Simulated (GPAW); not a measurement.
## SiC (F-43m): refractive index against wavelength

The refractive index of SiC (F-43m) below the direct gap (4.54 eV on the mesh) is read from one computed spectrum, n = √(Re ε).

Cell: a, b, c = 3.082, 3.082, 3.082 Å (primitive vectors), 2 atoms.

Method: GPAW 26.7.0, PBE, RPA, k-mesh 16×16×16, local fields up to 70 eV, Lorentzian half width 0.12 eV.

Launch of the response step: `OMP_NUM_THREADS=1 python df.py`. The run took 45 s, its band step included, on 1 thread of Arm Neoverse V1 (shared host).

| wavelength (nm) | photon energy E (eV) | n |
| --- | --- | --- |
| 1064 | 1.165 | 2.6028 |
| 850 | 1.459 | 2.6192 |
| 700 | 1.771 | ? |
| 633 | 1.959 | 2.6577 |
| 532 | 2.331 | 2.6962 |
| 450 | 2.755 | 2.7530 |
| 405 | 3.061 | 2.8047 |

In the single-oscillator model n² − 1 = E₀E_d/(E₀² − E²), so 1/(n² − 1) = E₀/E_d − E²/(E₀E_d) is linear in E².

Working, on the rows shown:

| x = E² (eV²) | y = 1/(n² − 1) |
| --- | --- |
| 1.35784 | 0.173173 |
| 2.12762 | 0.170642 |
| 3.83641 | 0.164925 |
| 5.43137 | 0.159502 |
| 7.59115 | 0.151999 |
| 9.37179 | 0.145638 |

Means: x̄ = 4.9527, ȳ = 0.16098. Σ(x − x̄)(y − ȳ) = -0.1677, Σ(x − x̄)² = 48.87. Slope = -0.1677 / 48.87 = -0.003432; intercept = ȳ − slope · x̄ = 0.17798. Turned back into n, the line misses the rows shown by at most 0.0015.

Problem. Fill in the last column of the withheld row.

Solution. At x = 3.1372 the line gives y = 0.16721, that is 2.6421. The run gave 2.6416, so the interpolation is off by 0.00045, 0.2 % of the range in the table.

Refitted with all rows, the slope is -0.003434 and the intercept 0.178. These give E₀ = √(intercept/−slope) = 7.20 eV and E_d = E₀/intercept = 40.4 eV; E₀ is 1.6 times the direct gap. The electronic limit at long wavelengths, without lattice vibrations, is n = √(1 + 1/intercept) = 2.573. Excitons are left out; PBE gaps are as a rule too small. The values come from a sum over the points of one k-mesh and carry its error, which grows as the direct gap shrinks. The local-field cutoff holds few shells of reciprocal vectors for this small cell, so ε∞ can read a few per cent high.
